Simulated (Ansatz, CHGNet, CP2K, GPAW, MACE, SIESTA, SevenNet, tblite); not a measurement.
# Codes compared on H-capped GaSb nanowire along [001] (84 atoms)

Wanted: errors and costs of other methods on H-capped GaSb nanowire along [001] (84 atoms). A plane-wave run serves as the reference.

Main program and level: Ansatz 0.2.0; Kohn-Sham DFT, PBE, PAW, plane waves.

## (1) The system as given

The cell holds 84 atoms: 20 Ga, 16 Sb and 48 H. Its edges and angles: a = 19.087 Å, b = 19.087 Å, c = 24.384 Å, α = 90.0°, β = 90.0°, γ = 90.0°. It derives from GaSb (zinc-blende). Diamond section of size parameter 4.53 Å cut from zinc-blende GaSb (a = 6.096 Å) along [001], 4 periods, broken bonds capped with H, 12 Å of vacuum Then every atom was moved at random, 0.05 Å r.m.s. a Cartesian component (hydrogen 0.6 of that). Regions: wire, 36 atoms (20 Ga and 16 Sb); hydrogen, 48 atoms (48 H). Vacuum lies along a and b. The structure's axis is c.

## (2) Plane-wave reference

The PAW files are the set soft_2.

File input.yaml:

```yaml
crystal:
  lattice:
    - [19.08661, 0.0, 0.0]
    - [0.0, 19.08661, 0.0]
    - [0.0, 0.0, 24.384]
  atoms:
    - { symbol: Ga, position: [0.38553, 0.39258, 0.12094] }
    - { symbol: Ga, position: [0.38712, 0.38726, 0.37307] }
    - { symbol: Ga, position: [0.3852, 0.39205, 0.6268] }
    - { symbol: Ga, position: [0.39025, 0.39085, 0.87385] }
    [... 74 atom lines left out ...]
    - { symbol: H, position: [0.67996, 0.6122, 0.66411] }
    - { symbol: H, position: [0.49957, 0.68553, 0.72761] }
    - { symbol: H, position: [0.6827, 0.50127, 0.77134] }
    - { symbol: H, position: [0.67965, 0.61079, 0.91063] }
    - { symbol: H, position: [0.61344, 0.68228, 0.83827] }
    - { symbol: H, position: [0.50018, 0.68811, 0.97685] }
kpoints:
  mp_grid: { grid: [1, 1, 1] }
hamiltonian:
  xc: pbe
scf:
  occupations: { method: fermi_dirac, width: 0.05 }
output:
  forces: true
  eigenvalues: true
  populations: true
```

Run with:

```bash
$ ansatz run input.yaml --threads 4 --pin off --max-ram 15872MiB --backend cpu --events-out ev --progress --plain --runs-dir out
```

Output:

```text
[...]
Pseudopotentials: kind: paw
Pseudopotential: Ga, paw, valence charge 13, recommended cutoff 420 eV (normal), Ga.paw.azcp
Pseudopotential: Sb, paw, valence charge 15, recommended cutoff 420 eV (normal), Sb.paw.azcp
Pseudopotential: H, paw, valence charge 1, recommended cutoff 420 eV (normal), H.paw.azcp
[... 5 lines on functional and potentials left out ...]
Crystal: 84 atoms, lattice volume = 8883.059 Å³
Basis set: ecut = 420 eV, 173597 PW (Γ), exchange–correlation on 256×256×360 points (8 copies of the dense FFT grid, shifted against one another)
Bands: 358, of which v1, the nominal top of the filled ones, is band 274 counted from 1 (273 counted from 0)
Symmetry: 1 space group operations
Space group: P1 (ITA 1), of the structure as read, at distance tolerance 2.1e-4 Å
k-points: 1
[... 7 lines on functional and potentials left out ...]
Initial density: superposition of atomic densities (neutral atoms: chi_scale 0, normalization atom), corrected by the library's trained network
Initial wavefunctions: pseudopotential atomic-orbital guess
[...]
SCF iter   1: F=—  HF=-180151.528653 eV  |F-HF|=—  |Δ(HF+E_count)|=         —  Δρ=2.31e-3  dr2=2.65e0  ethr=1.77e-3  ⟨swp⟩=7.0  Hψ=1526  notcnv=0  defer=51
preconditioner: auto → LDOS  [metal: Δε(μ)=0.074 eV  Ē_g=13.583 eV  σ=0.050 eV  W_gap=0.34  n_scr=772 (ndim 8)  ℏωp=7.8 eV  f_vac=0.791  D(μ)=42.34/eV (n_scr^D=122)  β→1.0]
[...]
SCF iter  14: F=—  HF=-180151.326129 eV  |F-HF|=—  |Δ(HF+E_count)|=   7.62e-7  Δρ=7.08e-7  dr2=1.08e-7  ethr=7.14e-11  ⟨swp⟩=2.0  Hψ=546  notcnv=0  defer=78
SCF iter  15: F=-180151.326129 eV  HF=-180151.326129 eV  |F-HF|=1.80e-7  |Δ(HF+E_count)|=   2.96e-7  Δρ=4.35e-7  dr2=3.24e-8  ethr=1.82e-11  ⟨swp⟩=23.0  Hψ=2820  notcnv=0
SCF 1 converged in 15 iterations: F = -180151.326129 eV  dr2 = 3.24e-8
[...]
SCF converged after 15 iterations
Free energy (F): -180151.326129 eV
Harris-Foulkes:  -180151.326129 eV  (|F-HF|=1.80e-7)
Internal energy: -180150.909708 eV  (E = F + TS)
E sigma→0 (E₀):  -180151.117919 eV
Entropy (-TS):   -0.416421 eV (-4.957 meV/atom)
Fermi energy:    -4.714624 eV
--- Per-component energies (eV) ---
[...]
Σ components = -180151.326129   (vs F -180151.326129, Δ=0.00e0)
--- Forces (eV/Å), atoms counted from 1 ---
  atom   1  Ga    -0.68823054    -0.33906691     0.77084936
  atom   2  Ga    -0.66292235    -0.12026417     1.13376073
  atom   3  Ga     0.52957427    -1.76466752    -1.45354509
  atom   4  Ga    -1.20451815    -1.73293222     0.17170784
[...]
atom  84  H      0.06329715    -0.69474641    -0.31062479
  max |Σ_I F_I| component: 3.10e-5 eV/Å
--- Band table (eV) ---
  k-point 0: bands = ["-32.5817", "-32.5672", "-32.5602", "-32.5450", [... 342 levels ...], "1.8318", "1.8427", "1.8592", "1.8720", "1.8898", "1.9009", "1.9396", "1.9551", "1.9949", "2.0053", "2.0302", "2.0409"]
--- Löwdin populations: 84 sites ---
  site symbol       q [e]
     0     Ga     13.0969
     1     Ga     13.0751
     2     Ga     13.0967
[...]
83      H      1.0176
  spilling = 0.004926 (of n_electrons = 548.000000)
```

Wall time 1.9 min (4 threads of Arm Neoverse V2, shared host); peak memory 8.8 GiB; 7.5 min of CPU time.

In the SCF lines HF is the Harris–Foulkes energy and dr2 the Hartree energy of the density residual, in eV; the loop may stop once dr2 is under the threshold and the program's other checks hold. Hψ counts applications of the Hamiltonian.

The run gave:

- free energy: -180151.3261 eV
- free energy per atom: -2144.6586 eV/atom
- SCF cycles: 15
- r.m.s. force component: 0.6708 eV/Å
- longest force: 2.952 eV/Å
- Fermi energy: -4.715 eV
- levels partly filled by over 2 per cent: 10
- spilling of the projection: 0.004926

Length of the force by element and coordination:

```tsv
element	coordination	atoms	mean length of the force (eV/Å)	spread	least	most
Ga	all	20	1.29	0.533	0.438	2.37
H	all	48	0.807	0.505	0.126	2.25
Sb	all	16	1.20	0.715	0.278	2.95
```

Löwdin charges by element and coordination (they lack the spilled electrons, 0.032 e an atom on average):

```tsv
element	coordination	atoms	mean charge (e)	spread	least	most
Ga	all	20	-0.116	0.0985	-0.313	0.0074
H	all	48	-0.0482	0.0226	-0.0717	-0.0109
Sb	all	16	0.458	0.0165	0.429	0.496
```

By region:

```tsv
region	atoms	mean length of the force (eV/Å)
wire	36	1.25
hydrogen	48	0.807
```

The levels nearest the highest filled one (over half full), pooled over k-points and spins:

```tsv
level less the highest filled one (eV)	occupation
-0.117	1.85
-0.0856	1.74
-0.0753	1.69
-0.0509	1.54
-0.0419	1.47
0	1.10
0.0229	0.868
2.92	0
3.00	0
3.04	0
3.17	0
3.34	0
```

## (3) The other programs

The programs:
- CHGNet: machine-learned potential, published weights.
- CP2K 2026.2: Gaussian basis with GTH pseudopotentials and a plane-wave density; labels give functional, basis (MOLOPT sets; SR short-range, UZH the newer set with its own potentials), grid cutoff/relative cutoff and solver (OT: orbital transformation; TRS4, TC2, SIGN: linear-scaling purification with its sparsity filter), or its built-in tight binding.
- GPAW 26.7.0: PAW with atomic orbitals (LCAO), plane waves or a real-space grid of spacing h.
- MACE: machine-learned potential, published weights.
- SIESTA 5.4.2: numerical atomic orbitals, whose automatically made sets are far from complete, with PseudoDojo norm-conserving potentials that we converted to its format (checked against plane waves on the same files for H, C, O, Si, Ge and Ca alone); labels give functional, basis size, energy shift and mesh cutoff.
- SevenNet: machine-learned potential, published weights.
- tblite 0.8.0: extended tight binding, driven from Python.

All use the same cell and atoms; the electronic-structure runs use the same k-mesh, and an electronic temperature of 580 K (0.05 eV) where levels are smeared.

Differences are against the plane-wave reference, forces as r.m.s. over components; share is that over the reference's r.m.s. force, slope the least-squares factor from reference forces to these. Total energies of different programs have different zeros and aren't compared.

```tsv
run	Δ force, r.m.s. (meV/Å)	share (%)	slope	cores	CPU time	memory (GiB)
reference	-	-	-	4	7.5 min	8.8
CHGNet r2SCAN potential	343	51.1	0.652	1	3.1 s	0.55
CP2K PBE, DZVP-UZH, 280/60 Ry, diagonalisation (coarse)	1830	273	1.161	2	6.5 min	8.0
GPAW PBE, LCAO dzp, h 0.2 Å	328	48.9	1.138	1	3.1 min	3.2
GPAW PBE, LCAO dzp, h 0.25 Å (coarse)	425	63.3	1.124	1	1.9 min	1.7
GPAW PBE, LCAO szp(dzp), h 0.2 Å (coarse)	515	76.7	1.239	1	2.4 min	3.2
GPAW RPBE, LCAO dzp, h 0.2 Å	351	52.3	1.162	1	2.9 min	3.2
MACE MP-0b3 medium potential	230	34.3	0.912	1	6.6 s	0.77
SIESTA PBE, DZP, shift 0.002 Ry, mesh 300 Ry	80.9	12.1	1.065	1	8.2 min	2.5
SIESTA PBE, DZP, shift 0.01 Ry, mesh 300 Ry	64.7	9.64	1.028	1	4.3 min	1.9
SIESTA PBE, SZ, shift 0.01 Ry, mesh 300 Ry (coarse)	730	109	1.395	1	2.3 min	1.4
SIESTA PBE, SZP, shift 0.01 Ry, mesh 300 Ry (coarse)	306	45.7	1.221	1	3.8 min	1.8
SIESTA PBE, TZP, shift 0.01 Ry, mesh 300 Ry	67.2	10.0	1.034	2	5.5 min	2.5
SevenNet 0 potential	324	48.3	0.900	1	6.4 s	0.67
tblite GFN1-xTB	246	36.7	0.963	1	2 s	0.35
```

Rows marked coarse use a setting chosen to be so.

Times of the machine-learned potentials are mostly Python's start and the loading of weights.

CPU time is summed over cores on a shared host, where runs went side by side, so it is rough. Symmetry, cutoffs, thresholds, outputs and thread counts weren't matched or tuned between programs; memory under MPI is the largest rank's times the ranks.

Runs without a result: CP2K GFN1-xTB, diagonalisation (not converged, the SCF not settling).

Mean charges by element (e), by run and scheme:

```tsv
run	scheme	Ga	Sb	H
reference	Löwdin	-0.12	+0.46	-0.05
SIESTA PBE, DZP, shift 0.002 Ry, mesh 300 Ry	Hirshfeld	+0.12	+0.12	-0.09
SIESTA PBE, DZP, shift 0.01 Ry, mesh 300 Ry	Hirshfeld	+0.12	+0.13	-0.10
SIESTA PBE, TZP, shift 0.01 Ry, mesh 300 Ry	Hirshfeld	+0.12	+0.13	-0.10
tblite GFN1-xTB	Mulliken	+0.09	+0.18	-0.09
```

The reference's Löwdin charges lack the electrons that the projection spills, 0.032 e an atom on average.

Within one program, basis, potentials and functional, energies share a zero. Each run against its twin at the usual cutoff or grid and solver:

```tsv
run	twin	Δ energy (meV/atom)	Δ force, r.m.s. (meV/Å)	CPU time over the twin's
GPAW PBE, LCAO dzp, h 0.25 Å	LCAO dzp, h 0.2 Å	46.7	233	0.63
```

## (4) Summary of results

| Property | Result |
| --- | --- |
| reference r.m.s. force component | 0.671 eV/Å |
| nearest in forces | SIESTA PBE, DZP, shift 0.01 Ry, mesh 300 Ry, 9.6 % |
| farthest in forces | CP2K PBE, DZVP-UZH, 280/60 Ry, diagonalisation (coarse), 273 % |
| cheapest electronic-structure run beside the reference | tblite GFN1-xTB, 2 s of CPU time |

**Reading.** The PBE runs in local orbitals, coarse settings apart, differ by 9.6 % (SIESTA PBE, DZP, shift 0.01 Ry, mesh 300 Ry) to 49 % (GPAW PBE, LCAO dzp, h 0.2 Å); basis, grid and potentials can all enter. Tight binding differs by 37 % (tblite GFN1-xTB); it is another model, with fitted parameters of its own, and the xTB methods hold dispersion. Machine-learned potentials differ by 34 % (MACE MP-0b3 medium potential) to 51 % (CHGNet r2SCAN potential); they were trained on other programs' data, some at another functional. Rows with another functional or a dispersion term differ by 52 % (GPAW RPBE, LCAO dzp, h 0.2 Å), which mixes the change of model with differences of basis and potentials. Runs with settings chosen to be coarse differ by 46 % (SIESTA PBE, SZP, shift 0.01 Ry, mesh 300 Ry) to 273 % (CP2K PBE, DZVP-UZH, 280/60 Ry, diagonalisation), their programs' other errors included. Of the electronic-structure runs that take under half the reference's CPU time, tblite GFN1-xTB comes nearest, at 37 % in 2 s against 7.5 min. Charges hang on model, scheme and program or settings: among these rows the mean for Ga runs from -0.12 to +0.12 e, even in sign. In the reference: 10 levels are partly filled by over 2 % (at Γ alone), and the list of levels jumps by 2.9 eV between +0.02 and +2.92 eV: the Fermi level sits among few, sparse states, as at a band edge or among defect levels. In the reference: mean Löwdin charges: Ga -0.12, H -0.05, Sb +0.46 e (they miss 0.49 % of the electrons, so they add up to more than the cell's charge). Periodic xTB results under one method name differ between programs and library versions. The potentials hold different valence shells: 548 electrons in the reference, 348 in GPAW and 388 in CP2K with DZVP-UZH; this bears on time and differences. GPAW's setups keep the filled d shell of Ga in the core. GPAW's Ga setup keeps the 3d shell in the core. Machine-learned potentials mimic data converged in k, so the reference's own k-point error enters their differences. Caps of real hydrogen don't mimic the fractional bonds of a polar compound, so surface states and strained caps may belong to the model. The electronic-structure runs sample only Γ, in a cell whose periodic width is 24 Å. Spin–orbit coupling is left out, which matters for the levels of the heavy elements.

[Long decimals in the printed logs are rounded to 6 places.]

[Also dropped from logs without a mark: lines with file paths, logging warnings of Python, QE's lines on negative density and diagonalisation, SIESTA's first energy breakdown, zero terms and Voronoi charges.]

[Logs are printed without paths, hosts, clocks, repeated set-up lines and the standing remarks that a program may print on its own settings, such as how far it seeks lower states.]

[Hosts, paths, dates, database ids (printed as entryN), source tags and the programs' standing remarks are cut or masked in the printed files.]

[Not all failed runs are listed: runs killed by the host, ended in a Python traceback or in CONQUEST's support-function errors, and SIESTA runs with faulty potentials for Cu, Fe, Ni or Zn are left out.]
